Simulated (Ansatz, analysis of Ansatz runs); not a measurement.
# LaInO3 (Pnma), nudged elastic band: O_i by the interstitialcy path (q = −2)

How high is the barrier when O changes place in LaInO3 (Pnma)? The case: O_i by the interstitialcy path, charge −2, in a cell of 40 host atoms with 1 O put in.

Calculated with Ansatz 0.2.0; plane-wave PAW DFT, PBEsol; nudged elastic band between two relaxed defect structures at fixed charge in a uniform background.

## Step 1: Starting point

The cell holds 41 atoms: 8 La, 8 In and 25 O. Its edges and angles: a = 10.000 Å, b = 8.235 Å, c = 10.140 Å, α = 65.0°, β = 48.3°, γ = 66.8°. It derives from LaInO3 (space group Pnma). Nearest the centre at fractional (0.275, 0.966, 0.415): O19 at 0.96 Å, O41 at 0.98 Å, La3 at 1.95 Å, In13 at 2.20 Å, O39 at 2.35 Å, La7 at 2.47 Å, O24 at 2.72 Å, O29 at 2.82 Å. The cell carries charge −2.

The cell's shortest repeat is 8.2 Å.

## Step 2: Relaxation of the start point, charge −2

A barrier is counted from a minimum, so both ends are relaxed first. Small random displacements break the symmetry of the ideal sites, so that the defect can distort if it gains by it. The charge of −2 is set by the electron count, and a uniform background keeps the cell neutral. A width of 0.01 eV lets levels that lie close at the Fermi energy share an electron.

A first try with fixed occupations did not converge, so this run has a small smearing.

qm2.start_smeared/input.yaml reads:

```yaml
crystal:
  lattice:
    - [0.0, 8.21613204, 5.70050548]
    - [5.94293833, 0.0, 5.70050548]
    - [5.94293833, 8.21613204, 0.0]
  atoms:
    - { symbol: La, position: [0.16207004, 0.85537686, 0.08792996] }
    - { symbol: La, position: [0.66207004, 0.35537686, 0.58792996] }
    - { symbol: La, position: [0.35537686, 0.16207004, 0.39462314] }
    - { symbol: La, position: [0.85537686, 0.66207004, 0.89462314] }
    - { symbol: La, position: [0.14462314, 0.33792996, 0.10537686] }
    - { symbol: La, position: [0.64462314, 0.83792996, 0.60537686] }
    - { symbol: La, position: [0.33792996, 0.64462314, 0.41207004] }
    - { symbol: La, position: [0.83792996, 0.14462314, 0.91207004] }
    - { symbol: In, position: [0.25, 0.25, 0.75] }
    - { symbol: In, position: [0.75, 0.75, 0.25] }
    - { symbol: In, position: [0.25, 0.75, 0.75] }
    - { symbol: In, position: [0.75, 0.25, 0.25] }
    - { symbol: In, position: [0.0, 0.0, 0.5] }
    - { symbol: In, position: [0.5, 0.5, 0.0] }
    - { symbol: In, position: [0.0, 0.5, 0.5] }
    - { symbol: In, position: [0.5, 0.0, 0.0] }
    - { symbol: O, position: [0.40977346, 0.20777816, 0.84022654] }
    - { symbol: O, position: [0.90977346, 0.70777816, 0.34022654] }
    - { symbol: O, position: [0.20777816, 0.90977346, 0.54222184] }
    - { symbol: O, position: [0.70777816, 0.40977346, 0.04222184] }
    - { symbol: O, position: [0.29222184, 0.59022654, 0.95777816] }
    - { symbol: O, position: [0.79222184, 0.09022654, 0.45777816] }
    - { symbol: O, position: [0.09022654, 0.29222184, 0.65977346] }
    - { symbol: O, position: [0.59022654, 0.79222184, 0.15977346] }
    - { symbol: O, position: [0.02976201, 0.16527137, 0.03243594] }
    - { symbol: O, position: [0.52976201, 0.66527137, 0.53243594] }
    - { symbol: O, position: [0.16527137, 0.52976201, 0.77253069] }
    - { symbol: O, position: [0.66527137, 0.02976201, 0.27253069] }
    - { symbol: O, position: [0.02253069, 0.28243594, 0.41527137] }
    - { symbol: O, position: [0.52253069, 0.78243594, 0.91527137] }
    - { symbol: O, position: [0.28243594, 0.52253069, 0.27976201] }
    - { symbol: O, position: [0.78243594, 0.02253069, 0.77976201] }
    - { symbol: O, position: [0.47023799, 0.33472863, 0.46756406] }
    - { symbol: O, position: [0.97023799, 0.83472863, 0.96756406] }
    - { symbol: O, position: [0.33472863, 0.97023799, 0.72746931] }
    - { symbol: O, position: [0.83472863, 0.47023799, 0.22746931] }
    - { symbol: O, position: [0.47746931, 0.21756406, 0.08472863] }
    - { symbol: O, position: [0.97746931, 0.71756406, 0.58472863] }
    - { symbol: O, position: [0.21756406, 0.97746931, 0.22023799] }
    - { symbol: O, position: [0.71756406, 0.47746931, 0.72023799] }
    - { symbol: O, position: [0.345528, 0.022582, 0.284315] }
total_charge: -2
basis:
  ecutwfc: 420
  xc_grid: 2
hamiltonian:
  xc: pbesol
kpoints:
  mp_grid: { grid: [1, 1, 1] }
scf:
  occupations: { method: fermi_dirac, width: 0.01 }
  max_iter: 80
output:
  forces: true
relax:
  f_tol: 0.015
  max_steps: 70
  random_displacement: { amplitude: 0.03, seed: 1723 }
```

On the command line:

```sh
$ ansatz run input.yaml --threads 4 --pin off --max-ram 7536MiB --backend cpu --events-out ev --progress --plain --runs-dir out
```

Numbers of over 12 decimals in the logs are rounded to 6 here.

The log of the run:

```text
[... repeated set-up lines and file paths are left out, and long positions are rounded to six places ...]
The last accepted step is kept in <dir> (removed where the run ends without a failure and the disk answers)
Engine: ansatz 0.2.0, aarch64-unknown-linux-gnu
Pseudopotentials: kind: paw
Pseudopotential: La, paw, valence charge 11, recommended cutoff 420 eV (normal), La.paw.azcp
Pseudopotential: In, paw, valence charge 13, recommended cutoff 420 eV (normal), In.paw.azcp
Pseudopotential: O, paw, valence charge 6, recommended cutoff 420 eV (normal), O.paw.azcp
Functional definition: PBEsol
  exchange = pbesol_x
  correlation = pbesol_c
Crystal: 41 atoms, lattice volume = 556.688 Å³
Basis set: ecut = 420 eV, 10867 PW (Γ), exchange–correlation on 144×120×144 points (8 copies of the dense FFT grid, shifted against one another)
Bands: 213, of which v1, the nominal top of the filled ones, is band 172 counted from 1 (171 counted from 0)
Symmetry: 1 space group operations
k-points: 1
Non-local potential: La, projectors of the file, l = 0: 3, l = 1: 2, l = 2: 2, l = 3: 3
Non-local potential: In, projectors of the file, l = 0: 2, l = 1: 2, l = 2: 2, l = 3: 2
Non-local potential: O, projectors of the file, l = 0: 2, l = 1: 2, l = 2: 1
PAW form: soft (Blöchl's): semilocal exchange-correlation on the pseudo side does not see the compensation charge
PAW frozen core: La, regenerated for the run's functional, and the local potential with it (the file was generated under x = pbe(κ = 0.804, μ = 0.219515), c = pbe(β = 0.066725))
PAW frozen core: In, regenerated for the run's functional, and the local potential with it (the file was generated under x = pbe(κ = 0.804, μ = 0.219515), c = pbe(β = 0.066725))
PAW frozen core: O, regenerated for the run's functional, and the local potential with it (the file was generated under x = pbe(κ = 0.804, μ = 0.219515), c = pbe(β = 0.066725))
PAW one-centre angular grid: La, 590 points (default); XC on 64 Gauss nodes
PAW one-centre angular grid: In, 590 points (default); XC on 64 Gauss nodes
PAW one-centre angular grid: O, 110 points (default); XC on 64 Gauss nodes
Initial density: superposition of atomic densities (neutral atoms scaled as one to the charged cell's electrons: chi_scale 0, normalization atom), corrected by the library's trained network
Initial wavefunctions: pseudopotential atomic-orbital guess
Functional: x = pbesol(κ = 0.804, μ = 0.123457), c = pbesol(β = 0.046)
SCF iter   1: F=—  HF=-107524.799864 eV  |F-HF|=—  |Δ(HF+E_count)|=         —  Δρ=3.88e-2  dr2=8.99e0  ethr=1.77e-3  ⟨swp⟩=5.0  Hψ=855  notcnv=0
preconditioner: auto → Resta (q_TF=auto, 2.518 Å⁻¹)  ε∞=5.9  [insulator: Δε(μ)=0.514 eV  Ē_g=12.876 eV  σ=0.010 eV  W_gap=1.00  n_scr=138 (ndim 8)  ℏωp=28.5 eV  f_vac=0.000  D(μ)=0.00/eV (n_scr^D=0)  ε∞_Penn≈5.9]
SCF iter   2: F=—  HF=-107524.845831 eV  |F-HF|=—  |Δ(HF+E_count)|=   4.60e-2  Δρ=4.29e-2  dr2=1.20e1  ethr=1.77e-3  ⟨swp⟩=5.0  Hψ=450  notcnv=0  defer=23
SCF iter   3: F=—  HF=-107523.293473 eV  |F-HF|=—  |Δ(HF+E_count)|=    1.55e0  Δρ=1.97e-2  dr2=3.18e0  ethr=1.77e-3  ⟨swp⟩=3.0  Hψ=413  notcnv=0  defer=25
SCF iter   4: F=—  HF=-107523.314442 eV  |F-HF|=—  |Δ(HF+E_count)|=   2.10e-2  Δρ=2.56e-2  dr2=4.42e0  ethr=9.23e-4  ⟨swp⟩=2.0  Hψ=266  notcnv=0  defer=23
SCF iter   5: F=—  HF=-107523.200357 eV  |F-HF|=—  |Δ(HF+E_count)|=   1.14e-1  Δρ=1.87e-2  dr2=2.71e0  ethr=9.23e-4  ⟨swp⟩=2.0  Hψ=193  notcnv=0  defer=23
SCF iter   6: F=—  HF=-107523.164096 eV  |F-HF|=—  |Δ(HF+E_count)|=   3.63e-2  Δρ=1.64e-2  dr2=2.07e0  ethr=7.87e-4  ⟨swp⟩=1.0  Hψ=245  notcnv=0  defer=23
SCF iter   7: F=—  HF=-107523.142316 eV  |F-HF|=—  |Δ(HF+E_count)|=   2.18e-2  Δρ=1.24e-2  dr2=1.12e0  ethr=6.00e-4  ⟨swp⟩=1.0  Hψ=190  notcnv=0  defer=23
SCF iter   8: F=—  HF=-107523.133968 eV  |F-HF|=—  |Δ(HF+E_count)|=   8.35e-3  Δρ=1.94e-3  dr2=2.58e-2  ethr=3.26e-4  ⟨swp⟩=1.0  Hψ=190  notcnv=0  defer=23
SCF iter   9: F=—  HF=-107523.133784 eV  |F-HF|=—  |Δ(HF+E_count)|=   1.84e-4  Δρ=1.41e-3  dr2=1.42e-2  ethr=7.51e-6  ⟨swp⟩=6.0  Hψ=387  notcnv=0  defer=23
SCF iter  10: F=—  HF=-107523.133722 eV  |F-HF|=—  |Δ(HF+E_count)|=   6.19e-5  Δρ=8.66e-4  dr2=5.48e-3  ethr=4.12e-6  ⟨swp⟩=1.0  Hψ=190  notcnv=0  defer=23
SCF iter  11: F=—  HF=-107523.133129 eV  |F-HF|=—  |Δ(HF+E_count)|=   5.94e-4  Δρ=2.31e-4  dr2=3.98e-4  ethr=1.59e-6  ⟨swp⟩=1.0  Hψ=213  notcnv=0  defer=23
SCF iter  12: F=—  HF=-107523.133128 eV  |F-HF|=—  |Δ(HF+E_count)|=   5.72e-7  Δρ=1.77e-4  dr2=2.29e-4  ethr=1.16e-7  ⟨swp⟩=1.0  Hψ=190  notcnv=0  defer=23
SCF iter  13: F=—  HF=-107523.133127 eV  |F-HF|=—  |Δ(HF+E_count)|=   1.43e-6  Δρ=3.22e-5  dr2=7.53e-6  ethr=6.66e-8  ⟨swp⟩=1.0  Hψ=190  notcnv=0  defer=23
SCF iter  14: F=—  HF=-107523.133127 eV  |F-HF|=—  |Δ(HF+E_count)|=   2.14e-8  Δρ=3.16e-5  dr2=7.37e-6  ethr=1.64e-9  ⟨swp⟩=4.0  Hψ=555  notcnv=0
SCF iter  15: F=-107523.133126 eV  HF=-107523.133127 eV  |F-HF|=5.60e-7  |Δ(HF+E_count)|=   4.10e-8  Δρ=9.03e-6  dr2=6.03e-7  ethr=1.64e-9  ⟨swp⟩=2.0  Hψ=410  notcnv=0
SCF 1 converged in 15 iterations: F = -107523.133126 eV  dr2 = 6.03e-7
  greatest PAW one-centre occupation: 0.991 electrons in one spin orbital (limit 2), on the In atom at site 9 (counted from 0), in its partial waves of l = 2
relax step   1: F+E_penalty+E_count = -107523.13312606 eV  Δ(F+E_penalty+E_count) = +0.000e0 eV  max|allowed force component| = 4.831e0 eV/Å  Δτ_max = 0.0000 Å  (15 SCF iters, dr2 threshold 5.63e-6 eV, accepted)
[... the SCF cycles and remarks between the steps are left out from here to the last step ...]
relax step   2: F+E_penalty+E_count = -107525.52734509 eV  Δ(F+E_penalty+E_count) = -2.394e0 eV  max|allowed force component| = 3.279e0 eV/Å  Δτ_max = 0.1949 Å  (14 SCF iters, dr2 threshold 1.00e-4 eV, accepted)
relax step   3: F+E_penalty+E_count = -107527.42654430 eV  Δ(F+E_penalty+E_count) = -1.899e0 eV  max|allowed force component| = 1.369e0 eV/Å  Δτ_max = 0.1925 Å  (7 SCF iters, dr2 threshold 1.00e-4 eV, accepted)
relax step   4: F+E_penalty+E_count = -107528.24591983 eV  Δ(F+E_penalty+E_count) = -8.194e-1 eV  max|allowed force component| = 1.061e0 eV/Å  Δτ_max = 0.2000 Å  (7 SCF iters, dr2 threshold 1.00e-4 eV, accepted)
relax step   5: F+E_penalty+E_count = -107528.61495196 eV  Δ(F+E_penalty+E_count) = -3.690e-1 eV  max|allowed force component| = 3.635e-1 eV/Å  Δτ_max = 0.2000 Å  (6 SCF iters, dr2 threshold 1.00e-4 eV, accepted)
relax step   6: F+E_penalty+E_count = -107528.71858509 eV  Δ(F+E_penalty+E_count) = -1.036e-1 eV  max|allowed force component| = 1.662e-1 eV/Å  Δτ_max = 0.2000 Å  (7 SCF iters, dr2 threshold 1.55e-5 eV, accepted)
relax step   7: F+E_penalty+E_count = -107528.79168403 eV  Δ(F+E_penalty+E_count) = -7.310e-2 eV  max|allowed force component| = 1.459e-1 eV/Å  Δτ_max = 0.2000 Å  (7 SCF iters, dr2 threshold 3.24e-6 eV, accepted)
relax step   8: F+E_penalty+E_count = -107528.88643990 eV  Δ(F+E_penalty+E_count) = -9.476e-2 eV  max|allowed force component| = 1.713e-1 eV/Å  Δτ_max = 0.2000 Å  (7 SCF iters, dr2 threshold 4.45e-6 eV, accepted)
relax step   9: F+E_penalty+E_count = -107528.86504860 eV  Δ(F+E_penalty+E_count) = +2.139e-2 eV  max|allowed force component| = 4.214e-1 eV/Å  Δτ_max = 0.1633 Å  (7 SCF iters, dr2 threshold 2.26e-5 eV, rejected (line search))
relax step  10: F+E_penalty+E_count = -107528.91458874 eV  Δ(F+E_penalty+E_count) = -2.815e-2 eV  max|allowed force component| = 7.091e-2 eV/Å  Δτ_max = 0.0816 Å  (9 SCF iters, accepted)
relax step  11: F+E_penalty+E_count = -107528.92374488 eV  Δ(F+E_penalty+E_count) = -9.156e-3 eV  max|allowed force component| = 1.812e-2 eV/Å  Δτ_max = 0.0824 Å  (7 SCF iters, dr2 threshold 8.61e-7 eV, accepted)
relax step  12: F+E_penalty+E_count = -107528.92455668 eV  Δ(F+E_penalty+E_count) = -8.118e-4 eV  max|allowed force component| = 1.589e-2 eV/Å  Δτ_max = 0.0182 Å  (7 SCF iters, accepted)
SCF iter   1: F=—  HF=-107528.925376 eV  |F-HF|=—  |Δ(HF+E_count)|=         —  Δρ=3.66e-4  dr2=3.81e-4  ethr=1.27e-6  ⟨swp⟩=3.0  Hψ=425  notcnv=0  defer=34
SCF iter   2: F=—  HF=-107528.925321 eV  |F-HF|=—  |Δ(HF+E_count)|=   5.49e-5  Δρ=1.76e-4  dr2=9.67e-5  ethr=1.11e-7  ⟨swp⟩=2.0  Hψ=282  notcnv=0  defer=34
SCF iter   3: F=—  HF=-107528.924743 eV  |F-HF|=—  |Δ(HF+E_count)|=   5.77e-4  Δρ=7.62e-5  dr2=3.19e-5  ethr=2.81e-8  ⟨swp⟩=2.0  Hψ=343  notcnv=0  defer=34
SCF iter   4: F=—  HF=-107528.924738 eV  |F-HF|=—  |Δ(HF+E_count)|=   5.55e-6  Δρ=1.77e-5  dr2=2.11e-6  ethr=9.27e-9  ⟨swp⟩=2.0  Hψ=320  notcnv=0  defer=34
SCF iter   5: F=—  HF=-107528.924738 eV  |F-HF|=—  |Δ(HF+E_count)|=   2.27e-7  Δρ=6.66e-6  dr2=2.20e-7  ethr=6.14e-10  ⟨swp⟩=3.0  Hψ=323  notcnv=0  defer=34
SCF iter   6: F=-107528.924738 eV  HF=-107528.924738 eV  |F-HF|=3.41e-8  |Δ(HF+E_count)|=   8.61e-9  Δρ=3.57e-6  dr2=5.95e-8  ethr=2.91e-11  ⟨swp⟩=4.0  Hψ=726  notcnv=0
SCF 13 converged in 6 iterations: F = -107528.924738 eV  dr2 = 5.95e-8
relax step  13: F+E_penalty+E_count = -107528.92473768 eV  Δ(F+E_penalty+E_count) = -1.810e-4 eV  max|allowed force component| = 3.791e-3 eV/Å  Δτ_max = 0.0071 Å  (6 SCF iters, accepted)
SCF converged after 6 iterations
Free energy (F): -107528.924738 eV
Harris-Foulkes:  -107528.924738 eV  (|F-HF|=3.41e-8)
Internal energy: -107528.924738 eV  (E = F + TS)
E sigma→0 (E₀):  -107528.924738 eV
Fermi energy:    11.887875 eV
--- Per-component energies (eV) ---
  E_band       = 311.850819
  E_kinetic    = 7926.325108
  E_local      = -17897.723109  (includes V_loc(G=0)·N_el)
  E_nonlocal   = 4982.342924
  E_hartree    = 6783.834765
  E_xc         = -4660.657698
  E_vxc        = -4350.003101  (∫ρ·V_xc dr)
  E_paw        = -79167.594668  (= ΣΔE_a)
  E_vpaw       = -3916.821814  (= ΣTr[D̂ρ^β])
  E_aug_tail   = 0.060724  (compensation charges beyond the density's cutoff)
  E_ewald      = -25499.638277
  E_core_change = 4.125493  (= ΣΔE_core)
  E_smearing   = -0.000000  (= −TS)
  E_closure    = 0.000000  (closes the sum)
  E_deformation_potential = -40.735997  (in the stress; not in F)
  Σ components = -107528.924738   (vs F -107528.924738, Δ=0.00e0)
--- Forces (eV/Å), atoms counted from 1 ---
  atom   1  La     0.00072410     0.00139432    -0.00042983
  atom   2  La     0.00003783    -0.00017967    -0.00271553
  atom   3  La     0.00091393    -0.00372050     0.00021602
  [... 3 atoms left out ...]
  atom   7  La    -0.00143148    -0.00379191    -0.00216985
  [... 3 atoms left out ...]
  atom  11  In     0.00074749     0.00066014    -0.00125142
  [... 1 atom left out ...]
  atom  13  In     0.00020183     0.00052311     0.00186477
  [... 5 atoms left out ...]
  atom  19  O      0.00062812     0.00192404    -0.00067536
  [... 4 atoms left out ...]
  atom  24  O     -0.00133170    -0.00104505     0.00252538
  [... 4 atoms left out ...]
  atom  29  O      0.00101785    -0.00070720     0.00049530
  [... 7 atoms left out ...]
  atom  37  O     -0.00066432    -0.00047317    -0.00040723
  [... 1 atom left out ...]
  atom  39  O      0.00011050    -0.00077901    -0.00064066
  [... 1 atom left out ...]
  atom  41  O     -0.00080316     0.00219558     0.00010540
  max |Σ_I F_I| component: 4.65e-5 eV/Å
--- Relaxed structure (13 steps of the walk, 12 accepted, 0 SCFs on fresh bases) ---
  F+E_penalty+E_count = -107528.92473768 eV   max|allowed force component| = 3.791e-3 eV/Å
  atoms:
    - { symbol: La, position: [0.155428, 0.857459, 0.081518] }
    - { symbol: La, position: [0.667297, 0.341274, 0.592400] }
    - { symbol: La, position: [0.347113, 0.155182, 0.398708] }
    [... 3 atoms left out ...]
    - { symbol: La, position: [0.350351, 0.628643, 0.407293] }
    [... 3 atoms left out ...]
    - { symbol: In, position: [0.247590, 0.754990, 0.750064] }
    [... 1 atom left out ...]
    - { symbol: In, position: [0.024415, 0.002278, 0.485374] }
    [... 5 atoms left out ...]
    - { symbol: O, position: [0.096673, 0.965095, 0.661092] }
    [... 4 atoms left out ...]
    - { symbol: O, position: [0.624533, 0.755194, 0.135983] }
    [... 4 atoms left out ...]
    - { symbol: O, position: [0.028915, 0.287864, 0.409467] }
    [... 7 atoms left out ...]
    - { symbol: O, position: [0.485132, 0.224787, 0.074775] }
    [... 1 atom left out ...]
    - { symbol: O, position: [0.189364, 1.021278, 0.188018] }
    [... 1 atom left out ...]
    - { symbol: O, position: [0.328180, -0.070037, 0.345911] }
```

Wall time 36 s (4 threads of Arm Neoverse V2, shared host); peak memory 0.81 GiB.

Step by step:

```
step  energy less that of the first step (eV)  largest force component (eV/Å)
   1                                   0.0000                          4.8315
   2                                  -2.3942                          3.2785
   3                                  -4.2934                          1.3686
   4                                  -5.1128                          1.0615
   5                                  -5.4818                          0.3635
   6                                  -5.5855                          0.1662
   7                                  -5.6586                          0.1459
   8                                  -5.7533                          0.1713
   9                                  -5.7319                          0.4214
  10                                  -5.7815                          0.0709
  11                                  -5.7906                          0.0181
  12                                  -5.7914                          0.0159
  13                                  -5.7916                          0.0038
```

Relaxation step 9 was tried and not accepted.

The atoms that moved most (Å, from the sites as typed, ahead of the random displacement, the mean shift of all atoms taken out):

```
atom      dx      dy      dz  length
 O19   1.033   0.064  -0.312   1.081
 O41  -0.187   0.364  -0.621   0.744
 O39   0.067  -0.496   0.095   0.509
 O24  -0.364   0.087  -0.010   0.374
 O34   0.081   0.264  -0.041   0.279
 O32   0.074  -0.202  -0.070   0.227
In16   0.134   0.111  -0.129   0.217
 O25  -0.085  -0.192  -0.013   0.210
```

Neighbours of O41 at the end:

```
atom  distance (Å)
 La3         2.239
 La7         2.244
In13         2.269
In16         2.355
 O19         2.462
 O39         2.484
 O24         2.492
 O37         2.745
```

This step gave:

```yaml
free_energy: -107528.9247 eV
largest_move_from_the_ideal_geometry_of_this_structure_a_common_shift_of_the_far_atoms_taken_out: 1.101 Å
```

The relaxation gained 5.792 eV and ended with a largest force component of 0.0038 eV/Å.

[end of part 1 of 3]

[Logs are printed without paths, hosts, clocks, repeated set-up lines and the standing remarks that a program may print on its own settings, such as how far it seeks lower states.]

[Hosts, paths, dates, database ids (printed as entryN), source tags and the programs' standing remarks are cut or masked in the printed files.]
